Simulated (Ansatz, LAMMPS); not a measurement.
**A faulty run on glassy nearly rigid 74SiO2-26CaO (mol %) at 1800 K (126 atoms)**

Program: Ansatz 0.2.0. The cell: 34 Si, 12 Ca and 80 O.

input.yaml

```yaml
crystal:
  lattice:
    - [12.2387, 0.0, 0.0]
    - [0.0, 12.2387, 0.0]
    - [0.0, 0.0, 12.2387]
  atoms:
    - { symbol: Si, position: [0.84699, 0.82807, 0.14889] }
    - { symbol: Si, position: [0.15713, 0.57785, 0.13756] }
    - { symbol: Si, position: [0.50566, 0.53302, 0.95521] }
    - { symbol: Si, position: [0.26758, 0.8561, 0.47253] }
    - { symbol: Si, position: [0.30283, 0.7075, 0.28173] }
    - { symbol: Si, position: [0.11582, 0.17891, 0.07366] }
    - { symbol: Si, position: [0.46088, 0.67355, 0.73075] }
    - { symbol: Si, position: [0.22737, 0.32661, 0.2474] }
    - { symbol: Si, position: [0.97416, 0.95146, 0.61636] }
    - { symbol: Si, position: [0.07567, 0.04846, 0.41533] }
    - { symbol: Si, position: [0.79899, 0.07877, 0.77636] }
    - { symbol: Si, position: [0.55006, 0.74084, 0.06553] }
    - { symbol: Si, position: [0.85927, 0.85373, 0.88774] }
    - { symbol: Si, position: [0.61644, 0.04331, 0.41295] }
    - { symbol: Si, position: [0.20229, 0.51991, 0.44942] }
    - { symbol: Si, position: [0.42963, 0.03106, 0.85068] }
    - { symbol: Si, position: [0.65078, 0.9248, 0.92033] }
    - { symbol: Si, position: [0.18939, 0.05758, 0.74445] }
    [... 102 atom lines left out ...]
    - { symbol: O, position: [0.33859, 0.27354, 0.28194] }
    - { symbol: O, position: [0.3513, 0.92085, 0.16252] }
    - { symbol: O, position: [0.82602, 0.58796, 0.66812] }
    - { symbol: O, position: [0.18713, 0.37713, 0.78755] }
    - { symbol: O, position: [0.17804, 0.1377, 0.41033] }
    - { symbol: O, position: [0.70936, 0.57498, 0.48546] }
kpoints:
  mp_grid: { grid: [1, 1, 1] }
hamiltonian:
  xc: pbe
scf:
  occupations: { method: fixed }
  eigensolver: { kind: { support_functions: { accuracy: medium, radius: 3.16 } } }
  max_iter: 150
output:
  forces: true
  eigenvalues: true
```

Started as:

```sh
$ ansatz run input.yaml --threads 8 --pin off --max-ram 15872MiB --backend cpu --events-out ev --progress --plain --runs-dir out
```

The program printed:

```text
Warning: scf.eigensolver.kind.support_functions: disabling space-group detection — the functions' gradient is summed over unrotated k-points, so no spatial operation reduces the k-mesh or symmetrises the density; time reversal is kept, so that k and −k are solved as one point where they differ and the mesh holds both, and exact exchange and, on two spinor components, a DFT+U term hold to it where the run has them: [...]
Warning: basis.ecutwfc = 464 eV, auto-derived: no grid that the accuracy of the support functions lays serves the files at the lower one that their records recommend; a deck with other species or settings can derive another value
settings of this run that can trade accuracy for cost: scf.eigensolver.kind.support_functions [...]
Engine: ansatz 0.2.0, aarch64-unknown-linux-gnu
Pseudopotentials: kind: paw
Pseudopotential: Si, paw, valence charge 4, recommended cutoff 420 eV (normal), Si.paw.azcp
Pseudopotential: Ca, paw, valence charge 10, recommended cutoff 420 eV (normal), Ca.paw.azcp
Pseudopotential: O, paw, valence charge 6, recommended cutoff 420 eV (normal), O.paw.azcp
[... 5 lines on functional and potentials left out ...]
Error: SCF: the radius of support functions is under 3.53 Å, the least for these sites at the functions' level (scf.eigensolver.kind.support_functions.accuracy). Use scf.eigensolver.kind: auto, or type scf.eigensolver.kind.support_functions.radius at least as long, [...]
```

The job ended after 2.7 s (8 threads of Arm Neoverse V2, shared host; peak memory 0.35 GiB).

Q: Name the fault and the fix.

A radius under the least that the level allows: support_functions.radius = 3.16.

The fix is to use a longer radius.

The run ended with an error.

[Logs are printed without paths, hosts, clocks, repeated set-up lines and the standing remarks that a program may print on its own settings, such as how far it seeks lower states.]

[Hosts, paths, dates, database ids (printed as entryN), source tags and the programs' standing remarks are cut or masked in the printed files.]
